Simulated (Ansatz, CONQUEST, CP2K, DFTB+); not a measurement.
# CP2K on amorphous carbon (123 atoms): settings against a plane-wave reference

Aim: run amorphous carbon (123 atoms) in CP2K and see how near its forces come to a plane-wave reference, and at what cost.

Calculated with CP2K 2026.2; the method is named at each step.

## Step 1: The structure

The cell holds 123 atoms: 123 C. Cell: a = 11.085 Å, b = 11.085 Å, c = 11.085 Å, α = 90.0°, β = 90.0°, γ = 90.0°. 123 atoms (123 C) placed at random at 1.8 g/cm³, melted at 6000 K for 10 ps at fixed volume with the LCBOP (Los and Fasolino, Phys. Rev. B 68, 024107 (2003)). Quenched from 5000 K to 300 K at 500 K/ps and fixed volume, held 5 ps, then minimised at fixed cell. Then every atom was moved at random, 0.05 Å r.m.s. a Cartesian component.

The yardstick, on the same geometry:

```
method                 : Kohn-Sham DFT, PBE, PAW, plane waves (Ansatz 0.2.0); cutoff 420 eV, Γ point, fermi-dirac smearing of 0.05 eV; PAW set soft_2
r.m.s. force component : 2.713 eV/Å
longest force          : 10.65 eV/Å
pressure               : -10.01 GPa
SCF cycles             : 12
time                   : 13 s on 4 threads of Intel Xeon 6975P-C (Granite Rapids), shared host
CPU time               : 44 s
```

## Step 2: PBE, DZVP-UZH, 450/50 Ry, diagonalisation

Method: Kohn-Sham DFT, PBE, GTH-PBE pseudopotentials, Gaussian and plane waves, DZVP-MOLOPT (UZH set), diagonalisation.

The input, input.inp:

```
&GLOBAL
  PROJECT cell
  RUN_TYPE ENERGY_FORCE
  PRINT_LEVEL LOW
&END GLOBAL
&FORCE_EVAL
  METHOD QS
  STRESS_TENSOR ANALYTICAL
  &DFT
    BASIS_SET_FILE_NAME BASIS_MOLOPT_UZH
    POTENTIAL_FILE_NAME POTENTIAL_UZH
    &MGRID
      CUTOFF 450
      REL_CUTOFF 50
    &END MGRID
    &QS
      EPS_DEFAULT 1.0E-12
    &END QS
    &SCF
      SCF_GUESS ATOMIC
      EPS_SCF 1.0E-06
      MAX_SCF 200
      ADDED_MOS 55
      &DIAGONALIZATION
        ALGORITHM STANDARD
      &END DIAGONALIZATION
      &SMEAR ON
        METHOD FERMI_DIRAC
        ELECTRONIC_TEMPERATURE [K] 580
      &END SMEAR
      &MIXING
        METHOD BROYDEN_MIXING
        ALPHA 0.15
        NBROYDEN 8
      &END MIXING
      &PRINT
        &RESTART OFF
        &END RESTART
      &END PRINT
    &END SCF
    &XC
      &XC_FUNCTIONAL PBE
      &END XC_FUNCTIONAL
    &END XC
    &PRINT
      &MULLIKEN ON
      &END MULLIKEN
      &HIRSHFELD ON
        SHAPE_FUNCTION DENSITY
      &END HIRSHFELD
      &MO ON
        EIGENVALUES T
        OCCUPATION_NUMBERS T
        MO_INDEX_RANGE 235 258
        &EACH
          QS_SCF 0
        &END EACH
        ADD_LAST NUMERIC
      &END MO
    &END PRINT
  &END DFT
  &SUBSYS
    &CELL
      A 11.08510 0.00000 0.00000
      B 0.00000 11.08510 0.00000
      C 0.00000 0.00000 11.08510
    &END CELL
    &COORD
      SCALED
      C 0.55002 0.05158 0.22971
      C 0.65986 0.63115 0.06072
      C 0.30363 0.36381 0.40071
      C 0.20854 0.06433 0.98860
      C 0.68919 0.57693 0.34991
      C 0.03559 0.95198 0.47657
      C 0.72570 0.28682 0.39214
      C 0.32320 0.46776 0.32548
      C 0.41710 0.12893 0.89576
      C 0.85890 0.50421 0.58493
      C 0.30882 0.79853 0.37589
      C 0.56995 0.77080 0.34564
      C 0.98476 0.36546 0.46156
      C 0.65289 0.74011 0.87116
      C 0.17642 0.57301 0.92810
      C 0.81486 0.93571 0.96051
      C 0.29543 0.50935 0.68236
      C 0.11609 0.98642 0.56281
      C 0.76149 0.72291 0.80385
      C 0.25135 0.05422 0.77119
      C 0.20323 0.70296 0.97228
      C 0.10966 0.50691 0.28194
      C 0.19932 0.48694 0.00197
      C 0.14998 0.97104 0.79030
      C 0.52462 0.58011 0.74014
      C 0.74558 0.04459 0.34419
      C 0.92413 0.01466 0.23446
      C 0.46013 0.09593 0.13621
      C 0.68235 0.17448 0.65614
      C 0.29694 0.09830 0.66026
      C 0.00240 0.33241 0.33607
      C 0.60277 0.48951 0.68055
      C 0.40435 0.18315 0.68373
      C 0.23220 0.05548 0.54426
      C 0.61456 0.14900 0.76857
      C 0.92472 0.61851 0.09624
      C 0.29925 0.09272 0.89807
      C 0.43275 0.47728 0.26484
      C 0.67455 0.74420 0.00189
      C 0.66396 0.30315 0.04320
      C 0.08743 0.39723 0.26618
      C 0.07456 0.52393 0.59616
      C 0.68870 0.70585 0.36597
      C 0.95793 0.59447 0.57819
      C 0.76033 0.04340 0.91574
      C 0.60948 0.49216 0.38638
      C 0.80452 0.29624 0.28130
      C 0.60844 0.21353 0.35781
      C 0.10082 0.41168 0.52915
      C 0.43811 0.79206 0.40332
      C 0.22459 0.37133 0.51283
      C 0.74414 0.86389 0.04667
      C 0.33121 0.74025 0.96412
      C 0.88423 0.57157 0.87020
      C 0.16986 0.38394 0.06766
      C 0.48209 0.74697 0.14084
[... 63 atom lines left out ...]
      C 0.80065 0.01925 0.47156
      C 0.09739 0.91437 0.67765
      C 0.25646 0.69112 0.29920
      C 0.86217 0.61661 0.22038
    &END COORD
    &KIND C
      BASIS_SET DZVP-MOLOPT-PBE-GTH-q4
      POTENTIAL GTH-PBE-q4
    &END KIND
  &END SUBSYS
  &PRINT
    &FORCES ON
    &END FORCES
    &STRESS_TENSOR ON
    &END STRESS_TENSOR
  &END PRINT
&END FORCE_EVAL
```

Run with:

```console
OMP_NUM_THREADS=1 mpirun -np 4 cp2k.psmp -i input.inp > output.txt
```

Numbers of over 12 decimals in the logs are rounded to 6 here.

The log of the run:

```text
CP2K| version string:                                       CP2K version 2026.2
 CP2K| Input file name                                                 input.inp
 GLOBAL| Basis set file name                                    BASIS_MOLOPT_UZH
 GLOBAL| Potential file name                                       POTENTIAL_UZH
 GLOBAL| Run type                                                   ENERGY_FORCE
 GLOBAL| Total number of message passing processes                             4
 GLOBAL| Number of threads for this process                                    1
 TOTAL NUMBERS AND MAXIMUM NUMBERS
  Total number of            - Atomic kinds:                                   1
                             - Atoms:                                        123
                             - Shell sets:                                   123
                             - Shells:                                       615
                             - Primitive Cartesian functions:                615
                             - Cartesian basis functions:                   1722
                             - Spherical basis functions:                   1599
  Maximum angular momentum of- Orbital basis functions:                        2
                             - Local part of the GTH pseudopotential:          2
                             - Non-local part of the GTH pseudopotential:      0
 SCF PARAMETERS         Density guess:                                    ATOMIC
                        max_scf:                                             200
                        eps_scf:                                        1.00E-06
                        added MOs                                        55    0
                        Mixing method:                            BROYDEN_MIXING
                                                charge density mixing in g-space
                        Smear method:                                FERMI_DIRAC
                        Electronic temperature [K]:                        580.0
                        Electronic temperature [a.u.]:                  1.84E-03
                        Accuracy threshold:                             1.00E-10
 Extrapolation method: initial_guess
 Number of electrons:                                                        492
 Number of occupied orbitals:                                                246
 Number of molecular orbitals:                                               301
 Number of orbital functions:                                               1599
 Number of independent orbital functions:                                   1599
 SCF WAVEFUNCTION OPTIMIZATION
  Step     Update method      Time    Convergence         Total energy    Change
     1 NoMix/Diag. 0.15E+00    2.4     0.75049107      -699.7110216463 -7.00E+02
     2 Broy./Diag. 0.15E+00    4.0     0.19995702      -649.4366146123  5.03E+01
     3 Broy./Diag. 0.15E+00    4.0     0.28852246      -667.6234187473 -1.82E+01
     4 Broy./Diag. 0.15E+00    4.0     0.29822432      -686.0617529691 -1.84E+01
[...]
24 Broy./Diag. 0.15E+00    4.1     0.00000129      -695.5306752840  1.64E-04
    25 Broy./Diag. 0.15E+00    4.0     0.00000088      -695.5306315444  4.37E-05
  *** SCF run converged in    25 steps ***
  Electronic density on regular grids:       -491.9999999998        0.0000000002
  Core density on regular grids:              491.9999999996       -0.0000000004
  Total charge density on r-space grids:       -0.0000000003
  Total charge density g-space grids:          -0.0000000003
  Overlap energy of the core charge distribution:               4.15636e-05
  Self energy of the core charge distribution:              -1639.801167
  Core Hamiltonian energy:                                    501.827971
  Hartree energy:                                             652.659077
  Exchange-correlation energy:                               -210.208314
  Electronic entropic energy:                                  -0.00823979
  Fermi energy:                                                 0.126567
  Total energy:                                              -695.530632
  Total energy (extrapolated to T->0):                       -695.526512
 MO| EIGENVALUES AND OCCUPATION NUMBERS
 MO|
 MO|  Index      Eigenvalue [a.u.]        Eigenvalue [eV]             Occupation
 MO|    235               0.100220               2.727120               1.999999
 MO|    236               0.103060               2.804417               1.999994
 MO|    237               0.104879               2.853903               1.999985
[...]
MO|    257               0.152903               4.160694               0.000001
 MO|    258               0.157254               4.279090               0.000000
 MO| Sum:                                                             492.000000
 MO| E(Fermi):            0.126567 a.u.          3.444062 eV
 !-----------------------------------------------------------------------------!
                     Mulliken Population Analysis
 #  Atom  Element  Kind  Atomic population                           Net charge
       1     C        1          4.003697                             -0.003697
       2     C        1          3.992243                              0.007757
       3     C        1          4.008648                             -0.008648
[...]
122     C        1          4.032394                             -0.032394
     123     C        1          3.961124                              0.038876
 # Total charge                            492.000000                  0.000000
 !-----------------------------------------------------------------------------!
 !-----------------------------------------------------------------------------!
                           Hirshfeld Charges
  #Atom  Element  Kind  Ref Charge     Population                    Net charge
      1       C      1       4.000          4.006                        -0.006
      2       C      1       4.000          3.988                         0.012
      3       C      1       4.000          3.985                         0.015
[...]
122       C      1       4.000          4.004                        -0.004
    123       C      1       4.000          4.022                        -0.022
  Total Charge                                                           -0.000
 !-----------------------------------------------------------------------------!
 ENERGY| Total FORCE_EVAL ( QS ) energy [hartree]           -695.530724
 FORCES| Atomic forces [hartree/bohr]
 FORCES|   Atom     x               y               z               |f|
 FORCES|      1  4.21012209E-03 -5.60606782E-02 -5.33415782E-02   7.74974112E-02
 FORCES|      2 -2.43380998E-02 -6.50633028E-02 -4.53619693E-03   6.96143200E-02
 FORCES|      3 -2.69891458E-02 -2.31479765E-02 -1.85009835E-02   4.00815319E-02
[...]
FORCES|    122  2.26668739E-02  5.82784280E-02 -3.71332777E-02   7.27258046E-02
 FORCES|    123  2.67434625E-02 -7.46016519E-04 -6.40692160E-02   6.94307840E-02
 FORCES| Sum    -5.86761798E-05  2.23914568E-04 -9.06349867E-05
 FORCES| Total atomic force                                       2.48586662E-04
 STRESS| Analytical stress tensor [bar]
 STRESS|                        x                   y                   z
 STRESS|      x       -9.86234273481E+04  -1.58084846196E+04  -8.74462289119E+03
 STRESS|      y       -1.58084846196E+04  -9.17359421930E+04  -1.18695639392E+04
 STRESS|      z       -8.74462289119E+03  -1.18695639392E+04  -8.12225598778E+04
 STRESS| 1/3 Trace                                            -9.05273098063E+04
```

The job ended after 1.9 min (4 MPI ranks of Intel Xeon 6975P-C (Granite Rapids), shared host; peak memory 3.3 GiB).

Banners, paths, timers and routine set-up lines are dropped from the logs unmarked, and long logs keep their key lines alone; longer cuts are marked.

Against the reference:

| Item | Value |
| --- | --- |
| r.m.s. force component | 2.767 eV/Å |
| r.m.s. difference of force components | 65.08 meV/Å |
| longest difference of force vectors | 234.7 meV/Å |
| force difference over r.m.s. force | 2.399 % |
| slope of forces against the reference's | 1.02 |
| correlation of force components | 0.9999 |
| pressure | -9.053 GPa |
| pressure difference | 0.96 GPa |

The surroundings of C21, whose charge lies farthest from its element's mean, nearest first, numbered as they follow in the input and with coordinates relative to it.

```tsv
atom	x	y	z	distance (Å)	bonds	Hirshfeld charge (e)	Fx	Fy	Fz (eV/Å)
C21	0.00	0.00	0.00	0.00	3	0.06	-1.42	1.21	-0.71
C53	1.42	0.41	-0.09	1.48	3	0.00	-1.82	0.85	5.70
C15	-0.30	-1.44	-0.49	1.55	3	-0.01	0.57	4.17	-0.56
C72	-1.31	0.79	0.38	1.58	3	-0.02	3.99	-4.87	2.69
C23	-0.04	-2.39	0.33	2.42	2	-0.03	-1.44	-8.58	5.73
C68	-0.91	-1.39	-1.77	2.43	3	0.01	2.53	-2.42	-3.74
C84	1.85	0.52	1.53	2.46	3	-0.04	-5.18	1.45	-8.38
C91	0.90	0.28	2.33	2.51	2	-0.01	-3.51	-1.69	4.76
C112	2.27	0.28	-1.08	2.53	3	-0.02	2.38	-2.17	-5.16
C98	-1.75	1.88	-0.17	2.57	3	0.01	-2.53	6.16	-2.21
C62	-2.08	0.31	1.50	2.58	3	0.01	-3.69	-2.97	0.45
```

Forces lie 2.4 % from the reference's, at 11 times its CPU time.

## Step 3: PBE, SZV-MOLOPT-SR, 450/50 Ry, diagonalisation

Method: Kohn-Sham DFT, PBE, GTH-PBE pseudopotentials, Gaussian and plane waves, SZV-MOLOPT-SR-GTH, diagonalisation.

input.inp: that of step 2 with these lines changed.

```diff
@@ -9,4 +9,4 @@
   &DFT
-    BASIS_SET_FILE_NAME BASIS_MOLOPT_UZH
-    POTENTIAL_FILE_NAME POTENTIAL_UZH
+    BASIS_SET_FILE_NAME BASIS_MOLOPT
+    POTENTIAL_FILE_NAME GTH_POTENTIALS
     &MGRID
@@ -67,8 +67,8 @@
     &END CELL
-    &COORD
-      SCALED
-[... 123 atom lines left out: the same atoms as in the first run ...]
-    &END COORD
+    &TOPOLOGY
+      COORD_FILE_NAME structure.xyz
+      COORD_FILE_FORMAT XYZ
+    &END TOPOLOGY
     &KIND C
-      BASIS_SET DZVP-MOLOPT-PBE-GTH-q4
+      BASIS_SET SZV-MOLOPT-SR-GTH-q4
       POTENTIAL GTH-PBE-q4
```

The input, structure.xyz:

```xyz
123

C 6.09703 0.57177 2.54636
C 7.31461 6.99636 0.67309
C 3.36577 4.03287 4.44191
C 2.31169 0.71310 10.95873
C 7.63974 6.39533 3.87879
C 0.39452 10.55279 5.28283
C 8.04446 3.17943 4.34691
C 3.58270 5.18517 3.60798
C 4.62360 1.42920 9.92959
C 9.52099 5.58922 6.48401
C 3.42330 8.85178 4.16678
C 6.31795 8.54440 3.83145
C 10.91616 4.05116 5.11644
C 7.23735 8.20419 9.65690
C 1.95563 6.35187 10.28808
C 9.03280 10.37244 10.64735
C 3.27487 5.64620 7.56403
C 1.28687 10.93456 6.23881
C 8.44119 8.01353 8.91076
C 2.78624 0.60103 8.54872
[... 99 atom lines left out ...]
C 8.87529 0.21339 5.22729
C 1.07958 10.13588 7.51182
C 2.84288 7.66113 3.31666
C 9.55724 6.83518 2.44293
```

Run with:

```console
OMP_NUM_THREADS=2 cp2k.psmp -i input.inp > output.txt
```

The log of the run:

```text
CP2K| version string:                                       CP2K version 2026.2
 CP2K| Input file name                                                 input.inp
 GLOBAL| Basis set file name                                        BASIS_MOLOPT
 GLOBAL| Potential file name                                      GTH_POTENTIALS
 GLOBAL| Run type                                                   ENERGY_FORCE
 GLOBAL| Total number of message passing processes                             1
 GLOBAL| Number of threads for this process                                    2
[... lines left out ...]
                        Smear method:                                FERMI_DIRAC
[... lines left out ...]
 Number of electrons:                                                        492
[... lines left out ...]
  Step     Update method      Time    Convergence         Total energy    Change
[... lines left out ...]
  *** SCF run converged in    35 steps ***
[... lines left out ...]
  Fermi energy:                                                 0.167973
  Total energy:                                              -692.701357
  Total energy (extrapolated to T->0):                       -692.696822
[... lines left out ...]
 MO| E(Fermi):            0.167973 a.u.          4.570772 eV
[... lines left out ...]
    123       C      1       4.000          4.024                        -0.024
  Total Charge                                                           -0.000
 !-----------------------------------------------------------------------------!
 ENERGY| Total FORCE_EVAL ( QS ) energy [hartree]           -692.701363
 FORCES| Atomic forces [hartree/bohr]
 FORCES|   Atom     x               y               z               |f|
 FORCES|      1  1.54079191E-03 -7.04516682E-02 -7.07481539E-02   9.98554599E-02
 FORCES|      2 -3.05167877E-02 -8.40362626E-02 -5.91656953E-03   8.96011917E-02
 FORCES|      3 -3.72230727E-02 -2.71001706E-02 -2.73332098E-02   5.35451281E-02
[...]
FORCES|    122  2.80092803E-02  7.12061806E-02 -4.81952098E-02   9.04301840E-02
 FORCES|    123  3.39717858E-02 -6.99964324E-03 -8.31916087E-02   9.01327964E-02
 FORCES| Sum     4.33667677E-05  1.54123582E-04 -5.75392055E-05
 FORCES| Total atomic force                                       1.70133816E-04
 STRESS| Analytical stress tensor [bar]
 STRESS|                        x                   y                   z
 STRESS|      x       -4.74060223381E+04  -1.38415751504E+04  -1.45258017340E+04
 STRESS|      y       -1.38415751504E+04  -4.40072361507E+04  -7.68274815349E+03
 STRESS|      z       -1.45258017340E+04  -7.68274815349E+03  -3.27864327893E+04
 STRESS| 1/3 Trace                                            -4.13998970927E+04
```

It took 2.3 min on 2 threads; peak memory 2.2 GiB; 3.9 min of CPU time.

Compared with the plane-wave run:

| Quantity | Value |
| --- | --- |
| r.m.s. force component | 3.555 eV/Å |
| r.m.s. difference of force components | 872.8 meV/Å |
| longest difference of force vectors | 3305 meV/Å |
| force difference over r.m.s. force | 32.17 % |
| slope of forces against the reference's | 1.307 |
| correlation of force components | 0.9972 |
| pressure | -4.14 GPa |
| pressure difference | 5.873 GPa |

This is a coarse setting, run to see what it loses.

Against the first run (2.4 %), the force difference from the reference is 32 %, at 0.51 times the CPU time (on 2 against 4 cores) (35 SCF steps against 25), with 492 basis functions against 1599; this set comes with other potentials too, so the change isn't the basis's alone.

## Step 4: Side by side

Differences are against the plane-wave reference, forces as r.m.s. over components; share is that over the reference's r.m.s. force, slope the least-squares factor from reference forces to these. Total energies of different programs have different zeros and aren't compared.

```tsv
run	Δ force, r.m.s. (meV/Å)	share (%)	slope	Δ pressure (GPa)	cores	CPU time	memory (GiB)
reference	-	-	-	-	4	44 s	1.7
CP2K PBE, DZVP-UZH, 450/50 Ry, diagonalisation	65.1	2.40	1.020	0.96	4	7.7 min	3.3
CP2K PBE, SZV-MOLOPT-SR, 450/50 Ry, diagonalisation (coarse)	873	32.2	1.307	5.87	2	3.9 min	2.2
```

Rows marked coarse were listed beforehand as settings not expected to be converged; some can still land near the reference.

CPU time is summed over cores on a shared host, where runs went side by side, so it is rough. Symmetry, cutoffs, thresholds, outputs and thread counts weren't matched or tuned between programs; memory under MPI is the largest rank's times the ranks.

## Step 5: What came out

```yaml
nearest_in_forces: CP2K PBE, DZVP-UZH, 450/50 Ry, diagonalisation, 2.4 %
its_cpu_time: 7.7 min
```

The PBE run in local orbitals, coarse settings apart, differs by 2.4 % (CP2K PBE, DZVP-UZH, 450/50 Ry, diagonalisation); basis, grid and potentials can all enter. Runs with settings chosen to be coarse differ by 32 % (CP2K PBE, SZV-MOLOPT-SR, 450/50 Ry, diagonalisation), their programs' other errors included. None of the electronic-structure runs in the table takes under half the reference's CPU time of 44 s; they take 5.4 to 11 times as much. CP2K PBE, SZV-MOLOPT-SR, 450/50 Ry, diagonalisation stiffens the forces by a factor of 1.31 while following their directions (correlation 0.997); the slopes of the 2 CP2K runs lie between 1.02 and 1.31. In pressure, CP2K PBE, SZV-MOLOPT-SR, 450/50 Ry, diagonalisation misses by +5.9 GPa, at the same functional. Forces of 2.7 eV/Å r.m.s. are well above thermal ones: they come largely from the bond lengths of the classical model and from the random displacements, and they dominate the comparison. The quench rate of 500 K/ps is many orders above laboratory rates, so the cell is likely richer in defects and strain than a real sample. The network of bonds at the start is that of the classical potential that made the cell, and needn't be the one that DFT or experiment would give. The reference's pressure of -10 GPa belongs to a cell and atoms that aren't relaxed at this level. The electronic-structure runs sample only Γ, in a cell whose shortest periodic width is 11 Å, which is coarse for a cell with partly filled levels.

[Also dropped from logs without a mark: logging warnings of Python, and SIESTA's first energy breakdown and zero terms.]

[Logs are printed without paths, hosts, clocks, repeated set-up lines and the standing remarks that a program may print on its own settings, such as how far it seeks lower states.]

[Hosts, paths, dates, database ids (printed as entryN), source tags and the programs' standing remarks are cut or masked in the printed files.]
